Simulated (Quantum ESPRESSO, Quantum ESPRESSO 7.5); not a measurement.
# Work function and surface energy of Be(0001) against thickness

How thick must a slab of Be(0001) be?

Calculated with Quantum ESPRESSO 7.5; plane-wave DFT, PBE, GBRV ultrasoft pseudopotentials.

### Step 1. The starting structure

The cell holds 8 atoms: 8 Be. Its edges and angles: a = 2.290 Å, b = 2.290 Å, c = 27.560 Å, α = 90.0°, β = 90.0°, γ = 60.0°. It derives from Be. Vacuum lies along c.

Coordinates:

```
Be
1.0
     2.29000    0.00000    0.00000
     1.14500    1.98320    0.00000
     0.00000    0.00000   27.55951
Be
8
Direct
  0.66667 0.66667 0.27214
  0.00000 0.00000 0.33724
  0.66667 0.66667 0.40235
  0.00000 0.00000 0.46745
  0.66667 0.66667 0.53255
  0.00000 0.00000 0.59765
  0.66667 0.66667 0.66276
  0.00000 0.00000 0.72786
```

### Step 2. The script

ASE writes the inputs, starts pw.x and reads the results. Under ESM bc1 the zero of energy of a symmetric slab is the vacuum, so the work function is minus the Fermi level.

Contents of run.py:

```python
import json
import numpy as np
from ase.build import hcp0001
from ase.calculators.espresso import Espresso, EspressoProfile

profile = EspressoProfile(command='mpirun -n 2 pw.x -nk 2', pseudo_dir='../pseudo')
pseudopotentials = {'Be': 'be_pbe_v1.4.uspp.F.UPF'}
system = {'ecutwfc': 40, 'ecutrho': 200, 'occupations': 'smearing', 'smearing': 'mv', 'degauss': 0.02}


def calculator(name, kpts, **extra):
    data = dict(control=dict(tprnfor=True, verbosity='high', disk_io='none'),
                system=system | extra,
                electrons=dict(conv_thr=1e-07, mixing_beta=0.4, mixing_mode='local-TF',
                               electron_maxstep=100))
    return Espresso(profile=profile, directory=name, pseudopotentials=pseudopotentials, kpts=kpts, input_data=data)


def centre(atoms):
    z = atoms.positions[:, 2]
    atoms.positions[:, 2] -= (z.max() + z.min()) / 2  # ESM wants the slab about z = 0
    return atoms


rows = []
for n in [2, 4, 6, 8]:
    slab = centre(hcp0001('Be', size=(1, 1, n), a=2.29, c=3.58843, vacuum=7.5, periodic=True))
    slab.set_initial_magnetic_moments([0.0] * n)
    slab.calc = calculator(f'n{n}', (12, 12, 1), assume_isolated='esm', esm_bc='bc1')
    energy = slab.get_potential_energy()
    work = -slab.calc.get_fermi_level()
    force = slab.get_forces()[-1, 2]
    rows.append([n, energy, work, force])
    print(f'{n} layers: E = {energy:.5f} eV, work function {work:.3f} eV, force on the top atom {force:+.3f} eV/A')

n, energy = np.array(rows)[:, :2].T
slope, offset = np.polyfit(n[1:], energy[1:], 1)
area = np.linalg.norm(np.cross(*slab.cell[:2]))
gamma = offset / (2 * area) * 16.0218
print(f'bulk energy from the slope {slope:.5f} eV an atom; unrelaxed surface energy {gamma:.3f} J/m^2')
json.dump(dict(rows=rows, slope=slope, gamma=gamma), open('result.json', 'w'))
```

Launch:

```console
> OMP_NUM_THREADS=1 python run.py
```

Output:

```text
2 layers: E = -767.63867 eV, work function 4.928 eV, force on the top atom +0.172 eV/A
4 layers: E = -1536.17299 eV, work function 5.347 eV, force on the top atom +0.118 eV/A
6 layers: E = -2304.80811 eV, work function 5.425 eV, force on the top atom +0.130 eV/A
8 layers: E = -3073.44164 eV, work function 5.327 eV, force on the top atom +0.045 eV/A
bulk energy from the slope -384.31716 eV an atom; unrelaxed surface energy 1.932 J/m^2
```

The job ended after 78 s (2 MPI ranks of Arm Neoverse V2, shared host; peak memory 0.24 GiB; 2.6 min of CPU time).

The input that ASE wrote for the first run, and its log:

```
&CONTROL
   verbosity        = 'high'
   tprnfor          = .true.
   disk_io          = 'none'
   pseudo_dir       = '../pseudo'
/
&SYSTEM
   ecutwfc          = 40
   ecutrho          = 200
   occupations      = 'smearing'
   degauss          = 0.02
   smearing         = 'mv'
   assume_isolated  = 'esm'
   esm_bc           = 'bc1'
   ntyp             = 1
   nat              = 2
   ibrav            = 0
/
&ELECTRONS
   electron_maxstep = 100
   conv_thr         = 1e-07
   mixing_mode      = 'local-TF'
   mixing_beta      = 0.4
/
&IONS
/
&CELL
/
&FCP
/
&RISM
/
ATOMIC_SPECIES
Be 9.0121831 be_pbe_v1.4.uspp.F.UPF

K_POINTS automatic
12 12 1  0 0 0

CELL_PARAMETERS angstrom
2.29000000000000 0.00000000000000 0.00000000000000
1.14500000000000 1.98319817466636 0.00000000000000
0.00000000000000 0.00000000000000 16.79421500000000

ATOMIC_POSITIONS angstrom
Be -0.0000000000 1.3221321164 -0.8971075000  
Be 0.0000000000 0.0000000000 0.8971075000
```

```text
Program PWSCF v.7.5 starts
[citation notice left out]

     Parallel version (MPI & OpenMP), running on       2 processor cores
     Number of MPI processes:                 2
     Threads/MPI process:                     1

     MPI processes distributed on     1 nodes
[... 1 line left out ...]

Warning: card &CELL ignored
Warning: card &FCP ignored
Warning: card &RISM ignored

     Current dimensions of program PWSCF are:
     Max number of different atomic species (ntypx) = 10
     Max number of k-points (npk) =  40000
     Max angular momentum in pseudopotentials (lmaxx) =  4
     Message from routine setup:
     using ibrav=0 with symmetry is DISCOURAGED, use correct ibrav instead

     K-points division:     npool     =       2
     Subspace diagonalization in iterative solution of the eigenvalue problem:
     a serial algorithm will be used

     G-vector sticks info
     --------------------
     sticks:   dense  smooth     PW     G-vecs:    dense   smooth      PW
     Sum         253     199     73                24551    17497    3543

     Using Slab Decomposition

     bravais-lattice index     =            0
     lattice parameter (alat)  =       4.3275  a.u.
     unit-cell volume          =     514.7044 (a.u.)^3
     number of atoms/cell      =            2
     number of atomic types    =            1
     number of electrons       =         8.00
     number of Kohn-Sham states=            8
     kinetic-energy cutoff     =      40.0000  Ry
     charge density cutoff     =     200.0000  Ry
     scf convergence threshold =      1.0E-07
     mixing beta               =       0.4000
     number of iterations used =            8  local-TF  mixing
     Exchange-correlation=  SLA  PW   PBX  PBC
                           (   1   4   3   4   0   0   0)

     Effective Screening Medium Method
     =================================
     Boundary Conditions: Vacuum-Slab-Vacuum
     total charge in unit cell        =   0.0000
     grid points for fit at edges     =        4

[... 10 lines left out ...]
     PseudoPot. # 1 for Be read from file:
     ../pseudo/be_pbe_v1.4.uspp.F.UPF
     Pseudo is Ultrasoft, Zval =  4.0
     Generated by new atomic code, or converted to UPF format
     Using radial grid of  769 points,  6 beta functions with:
                l(1) =   0
                l(2) =   0
                l(3) =   0
                l(4) =   1
                l(5) =   1
                l(6) =   2
     Q(r) pseudized with 10 coefficients,  rinner =    1.000   1.000   1.000
                                                       1.000   1.000

     atomic species   valence    mass     pseudopotential
     Be                4.00     9.01218     Be( 1.00)

     12 Sym. Ops., with inversion, found ( 6 have fractional translation)

                                    s                        frac. trans.

      isym =  1     identity

[... 431 lines left out ...]

[... 1 line left out ...]

     total energy              =     -56.42040755 Ry
     estimated scf accuracy    <       0.00000080 Ry

     iteration # 14     ecut=    40.00 Ry     beta= 0.40
[... 1 line left out ...]

---- Real-time Memory Report at c_bands before calling an iterative solver
            80 MiB given to the printing process from OS
            50 MiB allocation reported by mallinfo(arena+hblkhd)
[... 1 line left out ...]
------------------
     c_bands:  1 eigenvalues not converged
     c_bands:  1 eigenvalues not converged
     c_bands:  2 eigenvalues not converged
     c_bands:  1 eigenvalues not converged
[... 1 line left out ...]

     negative rho (up, down):  4.619E-05 0.000E+00

[... 1 line left out ...]

     End of self-consistent calculation

          k = 0.0000 0.0000 0.0000 (  2253 PWs)   bands (ev):

  -104.2702-104.2576 -13.8200  -9.3709  -6.4785  -0.8888  -0.4594   0.8382

     occupation numbers
     1.0000   1.0000   1.0000   1.0000   1.0000   0.0000   0.0000   0.0000

[... 72 lines left out ...]

     the Fermi energy is    -4.9278 ev

!    total energy              =     -56.42040634 Ry
     estimated scf accuracy    <       0.00000003 Ry
     smearing contrib. (-TS)   =      -0.00012739 Ry
     internal energy E=F+TS    =     -56.42027895 Ry

     The total energy is F=E-TS. E is the sum of the following terms:
     one-electron contribution =      73.90880838 Ry
     hartree contribution      =     -47.04548496 Ry
     xc contribution           =     -10.01848982 Ry
     ewald contribution        =     -73.26511255 Ry

     convergence has been achieved in  14 iterations

     Forces acting on atoms (cartesian axes, Ry/au):

     atom    1 type  1   force =     0.00000000    0.00000000   -0.00667803
     atom    2 type  1   force =     0.00000000    0.00000000    0.00667803
     The non-local contrib.  to forces
     atom    1 type  1   force =     0.00000000    0.00000000   -0.04801623
     atom    2 type  1   force =     0.00000000   -0.00000000    0.04801623
     The ionic contribution  to forces
     atom    1 type  1   force =     0.00000000    0.00000000  -12.27449474
     atom    2 type  1   force =    -0.00000000   -0.00000000   12.27449474
     The local contribution  to forces
     atom    1 type  1   force =     0.00000000    0.00000000   12.31620081
     atom    2 type  1   force =     0.00000000   -0.00000000  -12.31619998
     The core correction contribution to forces
     atom    1 type  1   force =     0.00000000    0.00000000    0.00000000
     atom    2 type  1   force =     0.00000000    0.00000000    0.00000000
     The Hubbard contrib.    to forces
     atom    1 type  1   force =     0.00000000    0.00000000    0.00000000
     atom    2 type  1   force =     0.00000000    0.00000000    0.00000000
     The SCF correction term to forces
     atom    1 type  1   force =    -0.00000000   -0.00000000   -0.00036766
     atom    2 type  1   force =     0.00000000   -0.00000000    0.00036724

     Total force =     0.009444     Total SCF correction =     0.000520
     Message from routine punch:
     Nothing written, as per user request (disk_io='none')

[... 1 line left out ...]

[... 1 line left out ...]

[... 1 line left out ...]

[... 3 lines left out ...]

[... 1 line left out ...]

[... 2 lines left out ...]

[... 1 line left out ...]

[... 1 line left out ...]

=------------------------------------------------------------------------------=
   JOB DONE.
=------------------------------------------------------------------------------=
```

Numbers from this step:

| Property | Result |
| --- | --- |
| surface energy | 1.932 J/m² |
| work function of the thickest slab | 5.327 eV |

The work function by layers:

| layers | work function (eV) |
| --- | --- |
| 2.00 | 4.93 |
| 4.00 | 5.35 |
| 6.00 | 5.42 |
| 8.00 | 5.33 |

Force on the top atom along the normal against layers:

| layers | force on the top atom along the normal (eV/Å) |
| --- | --- |
| 2.00 | 0.172 |
| 4.00 | 0.118 |
| 6.00 | 0.130 |
| 8.00 | 0.0452 |

The energy less the bulk line's slope by layers:

| layers | energy less the bulk line's slope (meV) |
| --- | --- |
| 2.00 | 996 |
| 4.00 | 1096 |
| 6.00 | 1095 |
| 8.00 | 1096 |

### Step 3. Running the series: PBE, SG15 norm-conserving

Level of this step: plane-wave DFT, PBE, SG15 norm-conserving pseudopotentials (Quantum ESPRESSO 7.5).

run.py, as its differences from the input of step 2:

```diff
@@ -6,4 +6,4 @@
 profile = EspressoProfile(command='mpirun -n 2 pw.x -nk 2', pseudo_dir='../pseudo')
-pseudopotentials = {'Be': 'be_pbe_v1.4.uspp.F.UPF'}
-system = {'ecutwfc': 40, 'ecutrho': 200, 'occupations': 'smearing', 'smearing': 'mv', 'degauss': 0.02}
+pseudopotentials = {'Be': 'Be_ONCV_PBE-1.2.upf'}
+system = {'ecutwfc': 60, 'ecutrho': 240, 'occupations': 'smearing', 'smearing': 'mv', 'degauss': 0.02}
```

Launch:

```console
> OMP_NUM_THREADS=1 python run.py
```

Output:

```text
2 layers: E = -723.12466 eV, work function 4.934 eV, force on the top atom +0.161 eV/A
4 layers: E = -1447.14550 eV, work function 5.349 eV, force on the top atom +0.125 eV/A
6 layers: E = -2171.26619 eV, work function 5.426 eV, force on the top atom +0.109 eV/A
8 layers: E = -2895.38630 eV, work function 5.335 eV, force on the top atom +0.053 eV/A
bulk energy from the slope -362.06020 eV an atom; unrelaxed surface energy 1.932 J/m^2
```

The job ended after 2.9 min (2 MPI ranks; peak memory 0.26 GiB).

This step gave:

- work function of the thickest slab: 5.335 eV

Table of work function by layers:

| layers | work function (eV) |
| --- | --- |
| 2.00 | 4.93 |
| 4.00 | 5.35 |
| 6.00 | 5.43 |
| 8.00 | 5.34 |

Force on the top atom along the normal against layers:

| layers | force on the top atom along the normal (eV/Å) |
| --- | --- |
| 2.00 | 0.161 |
| 4.00 | 0.125 |
| 6.00 | 0.109 |
| 8.00 | 0.0528 |

The energy less the bulk line's slope by layers:

| layers | energy less the bulk line's slope (meV) |
| --- | --- |
| 2.00 | 996 |
| 4.00 | 1095 |
| 6.00 | 1095 |
| 8.00 | 1095 |

### Step 4. A check by hand

γ = (E_N − N e_bulk)/(2A). The excess of the thickest slab is 1.096 eV and A = 4.542 Å²: 1.096/(2 × 4.542) × 16.02 = 1.93 J/m² (1 eV/Å² = 16.02 J/m²); the fit's intercept gives 1.93.

### Step 5. Summary of results

```
work function of the thickest slab, PBE, GBRV ultrasoft       : 5.33 eV
unrelaxed surface energy, PBE, GBRV ultrasoft                 : 1.93 J/m²
work function of the thickest slab, PBE, SG15 norm-conserving : 5.34 eV
unrelaxed surface energy, PBE, SG15 norm-conserving           : 1.93 J/m²
```

What this shows: The thickest slab gives a work function of 5.33 eV and the series an unrelaxed surface energy of 1.93 J/m² (PBE, GBRV ultrasoft). The work function swings by 0.50 eV over 2 to 8 layers and by 0.10 eV over the last step; confined states crossing the Fermi level and the finite mesh both contribute. So 8 layers don't yet hold the work function to 0.05 eV on this mesh. The force on the top atom of the thickest slab points outwards (0.05 eV/Å). The slabs are cut from the bulk at the tabulated lattice constant and not relaxed; the surface energy comes from a straight line through the energies of all but the thinnest slab.

[Logs are printed without paths, hosts, clocks, repeated set-up lines and the standing remarks that a program may print on its own settings, such as how far it seeks lower states.]

[Hosts, paths, dates, database ids (printed as entryN), source tags and the programs' standing remarks are cut or masked in the printed files.]

[Maps of the electrostatic potential energy from Ansatz leave out the sawtooth potential of an applied field or a dipole correction, so their vacuum need not be flat; planar profiles and work functions include it.]
